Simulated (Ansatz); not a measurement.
# MgZrO3 (built on the sites of a database entry of BaZrO3): phonons and vibrational spectra, part 3 of 3

Task: relax MgZrO3 (built on the sites of a database entry of BaZrO3), then find its harmonic phonons.

Ansatz 0.2.0; DFT PBEsol, scalar-relativistic, plane waves, PAW.

So far, highest frequency on the path or at a solved wavevector (cm⁻¹): step 8 (response at finite wavevector) 912. The relaxed cell has a = 4.073 Å (conventional setting).

The structure was built from a prototype and need not be the compound's stable phase.

## (9) The same by displaced supercells

Finite displacements in a 2×2×2 supercell give force constants from forces alone. They are exact at the wavevectors that the supercell holds, where they check the linear-response result.

Contents of input.yaml:

```yaml
crystal:
  lattice:
    - [4.0725944006, 0.0, 0.0]
    - [0.0, 4.0725944006, 0.0]
    - [0.0, 0.0, 4.0725944006]
  atoms:
    - { symbol: Mg, position: [0.0, 0.0, 0.0] }
    - { symbol: Zr, position: [0.5, 0.5, 0.5] }
    - { symbol: O, position: [0.0, 0.5, 0.5] }
    - { symbol: O, position: [0.5, 0.0, 0.5] }
    - { symbol: O, position: [0.5, 0.5, 0.0] }
kpoints:
  mp_grid: { grid: [12, 12, 12] }
hamiltonian:
  xc: pbesol
scf:
  occupations: { method: fixed }
output:
  eigenvalues: true
phonons:
  method: fd
  supercell: [2, 2, 2]
  temperatures: { t_max: 1000, t_step: 50 }
  qpath:
    path:
      - [[0.0, 0.0, 0.0], [0.0, 0.5, 0.0], [0.5, 0.5, 0.0], [0.0, 0.0, 0.0], [0.5, 0.5, 0.5], [0.0, 0.5, 0.0]]
      - [[0.5, 0.5, 0.5], [0.5, 0.5, 0.0]]
    npoints: 10
  non_analytic_term:
    high_frequency_dielectric_tensor: [[5.2162, 0.0, 0.0], [0.0, 5.2162, 0.0], [0.0, 0.0, 5.2162]]
    born_effective_charges:
      - { species: Mg, tensor: [[2.6891, 0.0, 0.0], [0.0, 2.6891, 0.0], [0.0, 0.0, 2.6891]] }
      - { species: Zr, tensor: [[5.8263, 0.0, 0.0], [0.0, 5.8263, 0.0], [0.0, 0.0, 5.8263]] }
      - { species: O, tensor: [[-4.9695, 0.0, 0.0], [0.0, -1.773, 0.0], [0.0, 0.0, -1.773]] }
      - { species: O, tensor: [[-1.773, 0.0, 0.0], [0.0, -4.9695, 0.0], [0.0, 0.0, -1.773]] }
      - { species: O, tensor: [[-1.773, 0.0, 0.0], [0.0, -1.773, 0.0], [0.0, 0.0, -4.9695]] }
    source: "zone-centre run at this cell"
```

The run is started by

```console
ansatz run input.yaml --threads 8 --pin off --max-ram 14336MiB --backend cpu --events-out ev --progress --plain --runs-dir out
```

Numbers of over 12 decimals in the logs are rounded to 6 here.

The program printed:

```text
[...]
Crystal: 40 atoms, lattice volume = 540.385 Å³
Basis set: ecut = 420 eV, 10635 PW (Γ), exchange–correlation on 120×120×120 points (8 copies of the dense FFT grid, shifted against one another)
Bands: 200, of which v1, the nominal top of the filled ones, is band 160 counted from 1 (159 counted from 0)
Symmetry: 384 space group operations
k-points: 20 of 216
[...]
SCF iter   1: F=—  HF=-61826.353702 eV  |F-HF|=—  |Δ(HF+E_count)|=         —  Δρ=1.90e-8  dr2=1.38e-12  ethr=1.00e-12  ⟨swp⟩=3.0  Hψ=9816  notcnv=0
[...]
SCF iter   2: F=-61826.353702 eV  HF=-61826.353702 eV  |F-HF|=1.46e-11  |Δ(HF+E_count)|=  2.18e-11  Δρ=1.13e-8  dr2=5.57e-13  ethr=1.00e-12  ⟨swp⟩=2.0  Hψ=7390  notcnv=0
SCF 1 converged in 2 iterations: F = -61826.353702 eV  dr2 = 5.57e-13
[...]
Symmetry: 6 space group operations
k-points: 32 of 216 (time reversal used)
[...]
SCF iter  10: F=-61826.353706 eV  HF=-61826.353706 eV  |F-HF|=7.28e-12  |Δ(HF+E_count)|=  7.28e-12  Δρ=8.25e-9  dr2=3.69e-13  ethr=1.00e-12  ⟨swp⟩=4.4  Hψ=21426  notcnv=0
SCF 2 converged in 10 iterations: F = -61826.353706 eV  dr2 = 3.69e-13
[...]
SCF iter  10: F=-61826.353630 eV  HF=-61826.353630 eV  |F-HF|=7.28e-12  |Δ(HF+E_count)|=  7.28e-12  Δρ=1.36e-8  dr2=8.22e-13  ethr=1.00e-12  ⟨swp⟩=4.2  Hψ=21489  notcnv=0
SCF 3 converged in 10 iterations: F = -61826.353630 eV  dr2 = 8.22e-13
Symmetry: 2 space group operations
k-points: 68 of 216 (time reversal used)
[...]
SCF iter  10: F=-61826.353671 eV  HF=-61826.353671 eV  |F-HF|=0.00e0  |Δ(HF+E_count)|=  7.28e-12  Δρ=7.89e-9  dr2=4.95e-13  ethr=1.00e-12  ⟨swp⟩=5.0  Hψ=47131  notcnv=0
SCF 4 converged in 10 iterations: F = -61826.353671 eV  dr2 = 4.95e-13
SCF converged after 2 iterations
Free energy (F): -61826.353702 eV
[...]
Internal energy: -61826.353702 eV  (E = F + TS)
E sigma→0 (E₀):  -61826.353702 eV
Fermi energy:    7.294432 eV
[...]
--- Band table (eV; the first three rows and the last of 20) ---
  k-point 0: bands = [... 156 lower, 7.2684, 7.2944, 7.2944, 7.2944, 8.0596, 9.5684, 11.0899, 11.0899, ... 36 higher]
  k-point 1: bands = [... 156 lower, 7.2342, 7.2342, 7.2699, 7.2927, 8.2824, 9.6694, 10.7860, 11.1012, ... 36 higher]
  k-point 2: bands = [... 156 lower, 7.0469, 7.0469, 7.2749, 7.2877, 8.7739, 9.9560, 10.0844, 10.8614, ... 36 higher]
  k-point 19: bands = [... 156 lower, 6.7453, 6.7453, 6.7453, 6.7453, 10.4363, 10.4363, 10.4363, 10.4363, ... 36 higher]
--- Phonons: 3 displaced members + reference (amplitude 0.0025 Å, Σ member SCF iterations 30) ---
  symmetry images taken by strict's conditions (phonons.symmetry_images: auto; settled by no image being taken that strict refuses)
  ASR residual: 2.618e-4 → 0.000e0 eV/Å²; symmetrization residual: 4.278e-5 eV/Å²
  largest component of a force at the reference: 2.1e-28 eV/Å
  ASR residual per site (eV/Å²): 2.62e-4 1.48e-4 1.21e-4 1.21e-4 1.21e-4
[...]
```

Elapsed: 4 min, on 8 threads of Arm Neoverse V2, shared host; peak memory 7.3 GiB; 32 min of CPU time.

This step gave:

```
atoms in the supercell               : 40
sum-rule residual before enforcement : 2.62e-4 eV/Å²
```

Interpolated from a 2×2×2 supercell, rough between the solved points, with the LO-TO term (at Γ the limit along the path; where Γ stands inside the path, tables give the limit on arrival). The phonon branches at the labelled points (cm⁻¹):

| point | branch 1 | branch 2 | branch 3 | branch 4 | branch 12 | branch 13 | branch 14 | branch 15 |
| --- | --- | --- | --- | --- | --- | --- | --- | --- |
| Γ | -258 | -258 | -217 | -217 | 279 | 640 | 640 | 818 |
| halfway | -241 | -241 | -201 | -185 | 320 | 639 | 639 | 832 |
| X | -215 | -215 | -184 | -178 | 368 | 638 | 638 | 848 |
| halfway | -263 | -229 | -215 | -191 | 378 | 637 | 665 | 861 |
| M | -300 | -248 | -248 | -151 | 375 | 636 | 682 | 881 |
| halfway | -259 | -227 | -221 | -190 | 336 | 638 | 659 | 841 |
| Γ | -258 | -258 | -217 | -217 | 279 | 640 | 640 | 818 |
| halfway | -245 | -245 | -241 | -180 | 350 | 657 | 657 | 854 |
| R | -301 | -301 | -301 | -215 | 347 | 672 | 672 | 912 |
| halfway | -259 | -258 | -218 | -214 | 380 | 656 | 667 | 874 |
| X | -215 | -215 | -184 | -178 | 368 | 638 | 638 | 848 |
| jump to R | -301 | -301 | -301 | -215 | 347 | 672 | 672 | 912 |
| halfway | -300 | -259 | -259 | -195 | 368 | 658 | 677 | 894 |
| M | -300 | -248 | -248 | -151 | 375 | 636 | 682 | 881 |

The phonon density of states has structure finer than the step of the table below, so its rows give means over 50 cm⁻¹, whole bins alone (the curve runs from -305 to 915 cm⁻¹). Peaks (cm⁻¹: height): -245.0: 0.0536, -215.0: 0.0523, 185.0: 0.0305, 375.0: 0.0401, 645.0: 0.0637, 855.0: 0.0194.

Tetrahedra on a 16×16×16 mesh, mean over bins of 10 cm-1. Interpolated from a 2×2×2 supercell, rough between the solved points. Table of phonon density of states by wavenumber; means over each step:

| wavenumber (cm⁻¹) | phonon density of states (1/cm⁻¹/cell) |
| --- | --- |
| -250 | 0.0382 |
| -200 | 0.0406 |
| -150 | 0.0148 |
| -100 | 0.00489 |
| -50 | 0.00320 |
| 0 | 0.00236 |
| 50 | 0.00481 |
| 100 | 0.0154 |
| 150 | 0.0180 |
| 200 | 0.0259 |
| 250 | 0.0210 |
| 300 | 0.0178 |
| 350 | 0.0222 |
| 400 | 0.00402 |
| 450 | 0 |
| 500 | 0 |
| 550 | 0 |
| 600 | 0 |
| 650 | 0.0368 |
| 700 | 0.00317 |
| 750 | 7.0e-6 |
| 800 | 7.2e-4 |
| 850 | 0.0146 |

At Γ the two methods differ by at most 0.0 cm⁻¹.

## (10) Outcome

| Property | Result |
| --- | --- |
| space group after relaxation (within 0.01 Å) | Pm-3m |
| volume per atom | 13.5 Å³ |
| gap on the k-mesh | 0.765 eV |
| highest optical mode at the zone centre (no LO-TO term) | 640 cm⁻¹ |
| top of the zone-centre spectrum with the field | 817 cm⁻¹ |
| lowest optical zone-centre mode | -258 cm⁻¹ |
| mean high-frequency dielectric constant | 5.22 |
| largest Born charge (third of the trace) | 5.83 e |
| lowest mode on the q mesh (acoustic modes at Γ apart) | -301 cm⁻¹ |
| highest frequency on the path or at a solved wavevector | 912 cm⁻¹ |
| imaginary modes on the 2×2×2 q mesh | yes |

Modes are clearly imaginary (beyond 10i cm⁻¹) at 4 of the 4 irreducible wavevectors, most at q = (-0.5, -0.5, -0.5) (300.9i cm⁻¹), so this structure is not a minimum of the energy. Without the field, the optical modes at Γ span -258 to 640 cm⁻¹ (negative means imaginary). The highest mode in this list at Γ, 640.3 cm⁻¹, is mostly motion of O (94 % of the kinetic energy). With the macroscopic field of the longitudinal modes the top of the zone-centre spectrum lies at 817 cm⁻¹, against 640 cm⁻¹ without it. Among the real modes, the strongest infrared line is at 640 cm⁻¹. Finite displacements and linear response differ by 0.0 cm⁻¹ in the highest zone-centre mode. The q mesh stands for a supercell only 8.1 Å across, so branches between the solved wavevectors are rough. The starting cell was built on a prototype and not taken from a measurement, so the phase need not exist. These are harmonic frequencies at zero temperature: anharmonic shifts, linewidths and thermal expansion are left out.

[Logs are printed without paths, hosts, clocks, repeated set-up lines and the standing remarks that a program may print on its own settings, such as how far it seeks lower states.]

[Hosts, paths, dates, database ids (printed as entryN), source tags and the programs' standing remarks are cut or masked in the printed files.]
